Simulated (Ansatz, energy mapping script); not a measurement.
**GdN in the rock-salt structure: energy mapping under PBE+U with a computed U**

Aim: the exchange couplings of GdN in the rock-salt structure from the energies of a few collinear orders, and the ordering temperature that they give.

Calculated with Ansatz 0.2.0; PBE with U on Gd f by linear response, ortho-atomic projectors; plane waves, U on orthogonalised atomic orbitals unless named otherwise, collinear spin, no spin–orbit coupling.

## 1. Starting point

It takes space group Fm-3m (No. 225, cubic). The conventional cell has a = 5.004 Å, b = 5.004 Å, c = 5.004 Å, α = 90.00°, β = 90.00°, γ = 90.00°. Nearest to Gd lie 6 N at 2.50 Å. N has 6 Gd at 2.50 Å nearest. rocksalt prototype, lattice guessed from radii. Farther neighbours and most contacts between anions are not listed.

This cell was built for the study (rocksalt prototype, lattice guessed from radii), not taken from an experiment; the compound need not form in this structure.

The cell was relaxed beforehand in Ansatz under PBE with U = 6 eV on Gd f, ortho-atomic projectors, from parallel moments.

With a computed U no number in the result is fitted to experiment, though U carries the errors of its own one-shot run.

## 2. Computing U

A small shift of the shell's potential moves charge, once with all else frozen (χ₀) and once with the crystal screening it (χ); U is the difference of their inverses, taken as matrices. The response is summed over a mesh of wavevectors, so that a shifted site feels less of its own images.

input.yaml reads:

```yaml
crystal:
  lattice:
    - [0.0, -2.502081428, -2.502081428]
    - [-2.502081428, 0.0, -2.502081428]
    - [2.502081428, 2.502081428, -5.004162856]
  atoms:
    - { symbol: Gd, position: [0.5, 0.5, 0.5], spin: 7.0 }
    - { symbol: Gd, position: [0.0, 0.0, 0.0], spin: -7.0 }
    - { symbol: "N", position: [0.75, 0.75, 0.75] }
    - { symbol: "N", position: [0.25, 0.25, 0.25] }
magnetization:
  spin_polarized: true
kpoints:
  mp_grid: { grid: [8, 8, 8] }
hamiltonian:
  xc: pbe
  hubbard:
    sites: [{ species: Gd, l: f, u_eff: linear-response }]
    projectors: ortho-atomic
    lr: { qmesh: [2, 2, 2], qmesh_shift: [0.5, 0.5, 0.5] }
scf:
  occupations: { method: fermi_dirac, width: 0.05 }
output:
  eigenvalues: true
```

Command:

```
> ansatz run input.yaml --threads 4 --pin off --max-ram 8192MiB --backend cpu --events-out ev --progress --plain --runs-dir out
```

Numbers of over 12 decimals in the logs are rounded to 6 here.

Log:

```text
Engine: ansatz 0.2.0, aarch64-unknown-linux-gnu
Pseudopotentials: kind: paw
Pseudopotential: Gd, paw, valence charge 18, recommended cutoff 420 eV (normal), Gd.paw.azcp
Pseudopotential: N, paw, valence charge 5, recommended cutoff 420 eV (normal), N.paw.azcp
Functional definition: PBE
  parameter kappa = 0.804
  parameter beta = 0.066725
  exchange = pbe_x(kappa = kappa, mu = beta*pi^2/3)
  correlation = pbe_c(beta = beta)
davidson cushion auto → off  (block headroom 13 ≥ Hubbard manifold empty extent 7; pin scf.eigensolver.cushion to override)
LR-U cycle 1: input U_eff = [0.000, 0.000] eV
Crystal: 4 atoms, lattice volume = 62.656 Å³
Basis set: ecut = 420 eV, 1219 PW (Γ)
Bands: 36, of which v1, the nominal top of the filled ones, is band 23 counted from 1 (22 counted from 0)
Symmetry: 12 space group operations
Space group: R-3m (ITA 166), of the structure as read, at distance tolerance 4.0e-5 Å
Magnetic group: BNS 166.102 (UNI 1332), of the structure as read, at distance tolerance 4.0e-5 Å
k-points: 65 of 512
Non-local potential: Gd, projectors of the file, l = 0: 3, l = 1: 2, l = 2: 2, l = 3: 3
Non-local potential: N, projectors of the file, l = 0: 2, l = 1: 2, l = 2: 1
PAW form: soft (Blöchl's): semilocal exchange-correlation on the pseudo side does not see the compensation charge
PAW one-centre angular grid: Gd, 590 points (default); XC on 64 Gauss nodes
PAW one-centre angular grid: N, 110 points (default); XC on 64 Gauss nodes
Initial density: superposition of atomic densities (chi_scale 0.1, normalization cell, long waves kept (reshape's long-wave potential 0.00 eV rms))
Starting moments: Σ|m| = 14 μB on 2 of 4 sites
Starting magnetic order: antiferromagnet; a translation exchanges its spin sublattices: spin-degenerate at every k-point
Initial wavefunctions: pseudopotential atomic-orbital guess
Functional: x = pbe(κ = 0.804, μ = 0.219515), c = pbe(β = 0.066725)
the translation (0.5, 0.5, 0.5) carries every atom to within crystal.symmetry.tolerance of an atom of its element with the starting moment reversed, but both spin channels are solved: the dense FFT box has an odd point count along it
iter 1 solved again at ethr=4.27e-3 eV; its pass at ethr=1.00e-1 eV (dr2=1.96e0 eV) is discarded
SCF iter   1: F=—  HF=-19432.718866 eV  |F-HF|=—  |Δ(HF+E_count)|=         —  Δρ=2.68e-1 (↑2.68e-1 ↓2.68e-1)  dr2=1.91e0  dr2_m=4.06e1  M=-0.000 μB ∫|m|=14.327 μB  β_m=1.00  ethr=4.27e-3  ⟨swp⟩=3.8  Hψ=21474  notcnv=0
preconditioner: auto → Resta (q_TF=auto, 2.591 Å⁻¹)  ε∞=8.5  [insulator: Δε(μ)=0.371 eV  Ē_g=11.094 eV  σ=0.050 eV  W_gap=0.95  n_scr=22 (ndim 8)  ℏωp=30.4 eV  f_vac=0.000  D(μ)=0.01/eV (n_scr^D=0)  ε∞_Penn≈8.5]
spin=Collinear: Resta preconditioning applied to the charge; magnetization (m = ρ↑ − ρ↓) channel mixes plain (no charge-response kernel on spin).
SCF iter   2: F=—  HF=-19425.540868 eV  |F-HF|=—  |Δ(HF+E_count)|=    7.18e0  Δρ=2.57e-2 (↑2.55e-2 ↓2.57e-2)  dr2=4.41e-1  dr2_m=1.83e-1  M=-0.000 μB ∫|m|=14.008 μB  β_m=1.00  ethr=4.14e-3  ⟨swp⟩=5.4  Hψ=14031  notcnv=0  defer=28
SCF iter   3: F=—  HF=-19431.806733 eV  |F-HF|=—  |Δ(HF+E_count)|=    6.27e0  Δρ=1.21e-2 (↑1.21e-2 ↓1.20e-2)  dr2=2.23e-1  dr2_m=2.66e-3  M=-0.000 μB ∫|m|=13.992 μB  β_m=1.00  ethr=9.59e-4  ⟨swp⟩=4.4  Hψ=11456  notcnv=0  defer=24
iter 4 solved again at ethr=2.11e-5 eV; its pass at ethr=4.85e-4 eV (dr2=9.71e-3 eV) is discarded
SCF iter   4: F=—  HF=-19435.415668 eV  |F-HF|=—  |Δ(HF+E_count)|=    3.61e0  Δρ=2.99e-3 (↑2.99e-3 ↓2.96e-3)  dr2=9.83e-3  dr2_m=9.37e-4  M=0.000 μB ∫|m|=14.011 μB  β_m=1.00  ethr=2.11e-5  ⟨swp⟩=5.7  Hψ=22682  notcnv=0  defer=117
SCF iter   5: F=—  HF=-19437.091870 eV  |F-HF|=—  |Δ(HF+E_count)|=    1.68e0  Δρ=2.33e-3 (↑2.33e-3 ↓2.30e-3)  dr2=3.99e-3  dr2_m=4.04e-4  M=0.000 μB ∫|m|=14.013 μB  β_m=1.00  ethr=2.11e-5  ⟨swp⟩=4.2  Hψ=13532  notcnv=0  defer=28
[...]
NSCF: frozen V_eff on 576 k-points
the translation (0.5, 0.5, 0.5) carries every atom to within crystal.symmetry.tolerance of an atom of its element with the starting moment reversed, but both spin channels are solved: the SCF whose density it solves on was not solved under it
DFPT response loops at q = (0.25, 0.25, 0.25) (fractional): mixed as the last ones told, above
NSCF: frozen V_eff on 576 k-points
the translation (0.5, 0.5, 0.5) carries every atom to within crystal.symmetry.tolerance of an atom of its element with the starting moment reversed, but both spin channels are solved: the SCF whose density it solves on was not solved under it
DFPT response loops at q = (0.25, 0.25, -0.25) (fractional): mixed as the last ones told, above
LR-U cycle 1: largest |computed − input| of the U and V asked for = 4.3173 eV
LR-U result after 1 cycle(s), on the 2×2×2 q mesh at shift [0.5, 0.5, 0.5]:
  orbit [0]: n₀ = 7.1185, χ₀ = -0.0772 eV⁻¹, χ = -0.0579 eV⁻¹, U = 4.317 eV, projected Ū = 4.317 eV over the magnetic orbit of site 0 (written back: yes)
  orbit [1]: n₀ = 7.1185, χ₀ = -0.0772 eV⁻¹, χ = -0.0579 eV⁻¹, U = 4.317 eV, projected Ū = 4.317 eV over the magnetic orbit of site 0 (written back: yes)
  q = [0.2500, 0.2500, 0.2500], weight 0.2500: sites [0] shifted on 288 pairs of k-points with 36 bands, 9 passes, the loops' stops and last bands leave some 9.4e-6 eV⁻¹ in χ
  q = [0.2500, 0.2500, -0.2500], weight 0.2500: sites [0] shifted on 288 pairs of k-points with 36 bands, 9 passes, the loops' stops and last bands leave some 8.7e-6 eV⁻¹ in χ
  q = [0.2500, -0.2500, 0.2500], weight 0.5000: sites [0] shifted on 512 pairs of k-points with 36 bands, 7 passes, the loops' stops and last bands leave some 1.2e-5 eV⁻¹ in χ
the translation (0.5, 0.5, 0.5) carries every atom to within crystal.symmetry.tolerance of an atom of its element with the starting moment reversed, but both spin channels are solved: the dense FFT box has an odd point count along it
[...]
spin=Collinear: Resta preconditioning applied to the charge; magnetization (m = ρ↑ − ρ↓) channel mixes plain (no charge-response kernel on spin).
[...]
spin-set hold released at iteration 6 (site moments contracting): the magnetisation degrees of freedom join the quasi-Newton model from the next iteration; the mixer history was flushed
[...]
SCF 2 converged in 13 iterations: F = -19438.245955 eV  dr2 = 8.17e-9
SCF converged after 13 iterations
Magnetization: -0.0000 μB (23.0000 up, 23.0000 down)
Absolute magnetization: 14.2220 μB (∫|ρ↑−ρ↓|, with the PAW one-centre terms)
Spin contamination: 7.0203 ħ² per cell (⟨S²⟩ above its minimum at these occupations)
Per-site moments (μB) at R_I (Å): [(6.914419, 1.03210858905), (-6.914419, 1.032109), (2.394211074791367e-7, 1.03210858905), (2.3942110796174064e-7, 1.032109)]
Free energy (F): -19438.245955 eV
Harris-Foulkes:  -19438.245955 eV  (|F-HF|=4.62e-10)
Internal energy: -19438.244808 eV  (E = F + TS)
E sigma→0 (E₀):  -19438.245381 eV
Entropy (-TS):   -0.001147 eV (-0.287 meV/atom)
Fermi energy:    14.190914 eV
--- Per-component energies (eV) ---
  E_band       = 96.724873
  E_kinetic    = 1072.032980
  E_local      = -3821.457054  (includes V_loc(G=0)·N_el)
  E_nonlocal   = 658.529323
  E_hartree    = 1561.115050
  E_xc         = -592.451900
  E_vxc        = -665.978455  (∫ρ·V_xc dr)
  E_hubbard    = 0.298018  (on-site DFT+U / exact-exchange correction)
  E_vhub       = -29.838921  (the Hubbard potential's part of the band-sum identity)
  E_paw        = -13147.488090  (= ΣΔE_a)
  E_vpaw       = -238.795603  (= ΣTr[D̂ρ^β])
  E_aug_tail   = 0.000185  (compensation charges beyond the density's cutoff)
  E_ewald      = -5168.823319
  E_smearing   = -0.001147  (= −TS)
  E_closure    = 0.000000  (closes the sum)
  Σ components = -19438.245955   (vs F -19438.245955, Δ=0.00e0)
--- Band table (eV; the first three rows and the last of 130) ---
  k-point 0 ↑: bands = [... 19 lower, 11.8748, 14.1592, 14.1690, 14.1690, 17.1412, 17.1412, 17.1486, 17.7527, ... 9 higher]
  k-point 1 ↑: bands = [... 19 lower, 11.9358, 13.9066, 14.0357, 14.0357, 17.1064, 17.2186, 17.2186, 17.9582, ... 9 higher]
  k-point 2 ↑: bands = [... 19 lower, 12.1133, 13.3107, 13.6999, 13.6999, 17.0256, 17.4181, 17.4181, 18.1057, ... 9 higher]
  k-point 64 ↓: bands = [... 19 lower, 12.3569, 12.4249, 12.8985, 12.9318, 16.3672, 17.8643, 17.9733, 18.1614, ... 9 higher]
Occupation matrices written to <dir>
```

Elapsed: 3.7 min, on 4 threads of Arm Neoverse V2, shared host; peak memory 3.6 GiB.

Reading the cycles: dr2 is the Hartree energy of the density residual (eV), the measure of convergence; HF is the Harris–Foulkes estimate of the energy, which meets the free energy F at convergence.

Bare and screened response, and U:

```csv
site,electrons,χ₀ (1/eV),χ (1/eV),U (eV)
Gd1,7.119,-0.07716,-0.05787,4.32
Gd2,7.119,-0.07716,-0.05787,4.32
```

For Gd1 the on-site elements alone give 1/χ₀ − 1/χ = 4.32 eV, the inverses of the full matrices 4.32 eV, and the program reports 4.32 eV. The state, moments and gap printed next belong to the closing SCF at this U.

The mean over each element's sites is typed into the runs below, where the first set of runs used U = 6 eV on Gd f, ortho-atomic projectors.

## 3. A run to fix the orbital filling

A corrected shell can settle in several orbital fillings. One parallel run, with an occupation width a fifth wider than the orders use, therefore is to supply the occupation matrices. All orders start from them.

input.yaml reads:

```yaml
crystal:
  lattice:
    - [0.0, 2.502081428, 2.502081428]
    - [2.502081428, 0.0, 2.502081428]
    - [2.502081428, 2.502081428, 0.0]
  atoms:
    - { symbol: Gd, position: [0.0, 0.0, 0.0], spin: 7.0 }
    - { symbol: "N", position: [0.5, 0.5, 0.5] }
magnetization:
  spin_polarized: true
kpoints:
  mp_grid: { grid: [12, 12, 12] }
hamiltonian:
  xc: pbe
  hubbard:
    sites: [{ species: Gd, l: f, u_eff: 4.32 }]
    projectors: ortho-atomic
scf:
  occupations: { method: fermi_dirac, width: 0.06 }
output:
  eigenvalues: true
```

Log:

```text
[...]
Crystal: 2 atoms, lattice volume = 31.328 Å³
Basis set: ecut = 420 eV, 609 PW (Γ)
Bands: 19, of which v1, the nominal top of the filled ones, is band 12 counted from 1 (11 counted from 0)
Symmetry: 48 space group operations
[...]
k-points: 72 of 1728
[...]
Starting moments: Σ|m| = 7 μB on 1 of 2 sites
[...]
SCF iter   1: F=—  HF=-9718.338497 eV  |F-HF|=—  |Δ(HF+E_count)|=         —  Δρ=5.33e-2 (↑2.89e-2 ↓5.33e-2)  dr2=7.80e-1  dr2_m=3.36e-1  M=7.000 μB ∫|m|=7.106 μB  β_m=0.30  ethr=3.10e-3  ⟨swp⟩=5.6  Hψ=11301  notcnv=0
[...]
spin=Collinear: Kerker preconditioning applied to the charge; magnetization (m = ρ↑ − ρ↓) channel mixes plain (no charge-response kernel on spin).
SCF iter   2: F=—  HF=-9718.635379 eV  |F-HF|=—  |Δ(HF+E_count)|=   2.97e-1  Δρ=4.07e-2 (↑2.25e-2 ↓4.07e-2)  dr2=3.57e-1  dr2_m=2.00e-1  M=7.000 μB ∫|m|=7.147 μB  β_m=0.65  ethr=3.10e-3  ⟨swp⟩=1.8  Hψ=4553  notcnv=0  defer=100
[...]
SCF iter  10: F=-9719.134829 eV  HF=-9719.134829 eV  |F-HF|=1.78e-8  |Δ(HF+E_count)|=   2.07e-7  Δρ=6.02e-6 (↑3.41e-6 ↓6.02e-6)  dr2=2.00e-8  dr2_m=2.22e-9  M=7.000 μB ∫|m|=7.280 μB  ethr=4.35e-10  ⟨swp⟩=4.0  Hψ=9842  notcnv=0
SCF 1 converged in 10 iterations: F = -9719.134829 eV  dr2 = 2.00e-8
[...]
SCF converged after 10 iterations
Magnetization: 6.9999 μB (14.9999 up, 8.0001 down)
Absolute magnetization: 7.2800 μB (∫|ρ↑−ρ↓|, with the PAW one-centre terms)
[...]
Per-site moments (μB) at R_I (Å): [(6.926183, 1.032109), (-0.138470, 1.032109)]
Free energy (F): -9719.134829 eV
[...]
Internal energy: -9719.134005 eV  (E = F + TS)
E sigma→0 (E₀):  -9719.134417 eV
Entropy (-TS):   -0.000825 eV (-0.412 meV/atom)
Fermi energy:    14.352130 eV
[...]
--- Band table (eV; the first three rows and the last of 144) ---
  k-point 0 ↑: bands = [... 8 lower, 8.5288, 8.7514, 8.7514, 8.7514, 14.5431, 14.5431, 14.5431, 16.7711, ... 3 higher]
  k-point 1 ↑: bands = [... 8 lower, 8.5358, 8.7414, 8.7414, 8.7517, 13.9999, 14.2319, 14.2319, 16.8841, ... 3 higher]
  k-point 2 ↑: bands = [... 8 lower, 8.5557, 8.7159, 8.7159, 8.7527, 12.9612, 13.5738, 13.5738, 17.1025, ... 3 higher]
  k-point 71 ↓: bands = [... 8 lower, 17.4820, 17.4820, 18.1889, 18.1889, 18.2804, 18.3093, 18.3409, 19.1971, ... 3 higher]
Occupation matrices written to <dir>
```

Elapsed: 1.7 s, on 4 threads; peak memory 0.4 GiB.

This step gave:

```
final state                       : ferromagnetic
electrons in the corrected shells : 7.049 e
largest moment                    : 6.926 μB
```

## 4. Run 1 (parallel; cell A, 4 atoms)

The parallel order is the zero of energy for this cell and mesh.

input.yaml reads:

```yaml
crystal:
  lattice:
    - [0.0, -2.502081428, -2.502081428]
    - [-2.502081428, 0.0, -2.502081428]
    - [2.502081428, 2.502081428, -5.004162856]
  atoms:
    - { symbol: Gd, position: [0.5, 0.5, 0.5], spin: 7.0 }
    - { symbol: Gd, position: [0.0, 0.0, 0.0], spin: 7.0 }
    - { symbol: "N", position: [0.75, 0.75, 0.75] }
    - { symbol: "N", position: [0.25, 0.25, 0.25] }
magnetization:
  spin_polarized: true
kpoints:
  mp_grid: { grid: [12, 12, 12] }
hamiltonian:
  xc: pbe
  hubbard:
    sites:
      - { species: Gd, l: f, u_eff: 4.32 }
      - { site: 0, l: f, u_eff: 4.32, starting_ns: [{ spin: up, occupation_matrix: gd1_major }, { spin: down, occupation_matrix: gd1_minor }] }
      - { site: 1, l: f, u_eff: 4.32, starting_ns: [{ spin: up, occupation_matrix: gd1_major }, { spin: down, occupation_matrix: gd1_minor }] }
    projectors: ortho-atomic
    occupation_matrices:
      gd1_major:
        matrix:
          - [0.998, 0.0, 0.0, 0.0, 0.0, 0.0, 0.0]
          - [0.0, 0.998, 0.0, 0.0, 0.0, 0.0, 0.0]
          - [0.0, 0.0, 0.998, 0.0, 0.0, 0.0, 0.0]
          - [0.0, 0.0, 0.0, 0.999, 0.0, 0.0, 0.0]
          - [0.0, 0.0, 0.0, 0.0, 0.999, 0.0, 0.0]
          - [0.0, 0.0, 0.0, 0.0, 0.0, 0.998, 0.0]
          - [0.0, 0.0, 0.0, 0.0, 0.0, 0.0, 0.998]
      gd1_minor:
        matrix:
          - [0.015, 0.0, 0.0, 0.0, 0.0, 0.0, 0.0]
          - [0.0, 0.009, 0.0, 0.0, 0.0, -0.005, 0.0]
          - [0.0, 0.0, 0.009, 0.0, 0.0, 0.0, 0.005]
          - [0.0, 0.0, 0.0, 0.005, 0.0, 0.0, 0.0]
          - [0.0, 0.0, 0.0, 0.0, 0.001, 0.0, 0.0]
          - [0.0, -0.005, 0.0, 0.0, 0.0, 0.011, 0.0]
          - [0.0, 0.0, 0.005, 0.0, 0.0, 0.0, 0.011]
scf:
  occupations: { method: fermi_dirac, width: 0.05 }
output:
  eigenvalues: true
```

Log:

```text
Warning: crystal.symmetry: narrowed to the stabiliser of the occupation matrices — unitary ops 24 → 8; lowered by the specified shells (site 0, l: f), (site 1, l: f); largest admitted image defect 1.3e-15, smallest excluded 1.0e-3 — at a rounding scale rather than a splitting's, so precision (not physics) most likely lowered the group: (i) a fixed point transcribed at too few decimals — re-emit the block at full precision (to 7 decimals or more, rounded to nearest) from a symmetrised source (a converged report's `n_mat` / `n_mat_spinor`) (of a frozen-density pass: in the run whose state it reads); [rest of the remark cut]
[...]
Crystal: 4 atoms, lattice volume = 62.656 Å³
Basis set: ecut = 420 eV, 1219 PW (Γ)
Bands: 36, of which v1, the nominal top of the filled ones, is band 23 counted from 1 (22 counted from 0)
Symmetry: 8 space group operations
k-points: 476 of 1728
[...]
Starting moments: Σ|m| = 14 μB on 2 of 4 sites
[...]
SCF iter   1: F=—  HF=-19438.356293 eV  |F-HF|=—  |Δ(HF+E_count)|=         —  Δρ=6.29e-2 (↑2.88e-2 ↓6.29e-2)  dr2=2.09e0  dr2_m=8.61e-1  M=14.000 μB ∫|m|=14.291 μB  β_m=1.00  ethr=3.10e-3  ⟨swp⟩=5.7  Hψ=124290  notcnv=0  defer=9
[...]
SCF iter  13: F=-19438.269263 eV  HF=-19438.269263 eV  |F-HF|=6.84e-9  |Δ(HF+E_count)|=   3.29e-8  Δρ=2.84e-6 (↑1.72e-6 ↓2.84e-6)  dr2=1.09e-8  dr2_m=6.72e-10  M=14.000 μB ∫|m|=14.561 μB  ethr=5.74e-11  ⟨swp⟩=3.6  Hψ=95618  notcnv=0
SCF 1 converged in 13 iterations: F = -19438.269263 eV  dr2 = 1.09e-8
[...]
SCF converged after 13 iterations
Magnetization: 13.9999 μB (30.0000 up, 16.0000 down)
Absolute magnetization: 14.5609 μB (∫|ρ↑−ρ↓|, with the PAW one-centre terms)
[...]
Per-site moments (μB) at R_I (Å): [(6.926246, 1.03210858905), (6.926246, 1.032109), (-0.138614, 1.03210858905), (-0.138614, 1.032109)]
Free energy (F): -19438.269263 eV
[...]
Internal energy: -19438.267913 eV  (E = F + TS)
E sigma→0 (E₀):  -19438.268588 eV
Entropy (-TS):   -0.001350 eV (-0.337 meV/atom)
Fermi energy:    14.352260 eV
[...]
--- Specified on-site occupations, and those of the state reported ---
  electrons in the specified blocks: 14.0980 specified, 14.0983 found
  site 1 (l=f) ↑: largest change of an orbital's occupation 0.0008; electrons 6.9880 specified, 6.9893 found; spectral distance 0.0011
[...]
site 0 (l=f) ↓: largest change of an orbital's occupation 0.0006; electrons 0.0610 specified, 0.0598 found; spectral distance 0.0010
[...]
--- Band table (eV; the first three rows and the last of 952) ---
  k-point 0 ↑: bands = [... 19 lower, 8.7514, 8.7514, 8.7514, 8.7567, 8.8166, 10.0216, 11.8249, 11.8249, ... 9 higher]
  k-point 1 ↑: bands = [... 19 lower, 8.7488, 8.7488, 8.7515, 8.7566, 8.7915, 10.0960, 11.8577, 11.8577, ... 9 higher]
  k-point 2 ↑: bands = [... 19 lower, 8.7328, 8.7414, 8.7414, 8.7517, 8.7563, 10.3015, 11.9548, 11.9548, ... 9 higher]
  k-point 475 ↓: bands = [... 19 lower, 18.0994, 18.1245, 18.1245, 18.2109, 18.2109, 18.2507, 18.2507, 18.3149, ... 9 higher]
Occupation matrices written to <dir>
```

Elapsed: 38 s, on 4 threads; peak memory 1.8 GiB; 2.4 min of CPU time.

Spin moment in the sphere by atom:

```csv
atom,spin moment in the sphere (μB)
Gd1,6.93
Gd2,6.93
N3,-0.14
N4,-0.14
```

The run ends ferromagnetic.

[end of part 1 of 3]

[Logs and program files are shortened in this print: banners, set-up blocks, solver, clock and traceback lines can be left out without a mark of their own.]

[Logs are printed without paths, hosts, clocks, repeated set-up lines and the standing remarks that a program may print on its own settings, such as how far it seeks lower states.]

[Hosts, paths, dates, database ids (printed as entryN), source tags and the programs' standing remarks are cut or masked in the printed files.]

[Where a cell is said to come from a database of computed structures, the database is the Materials Project.]
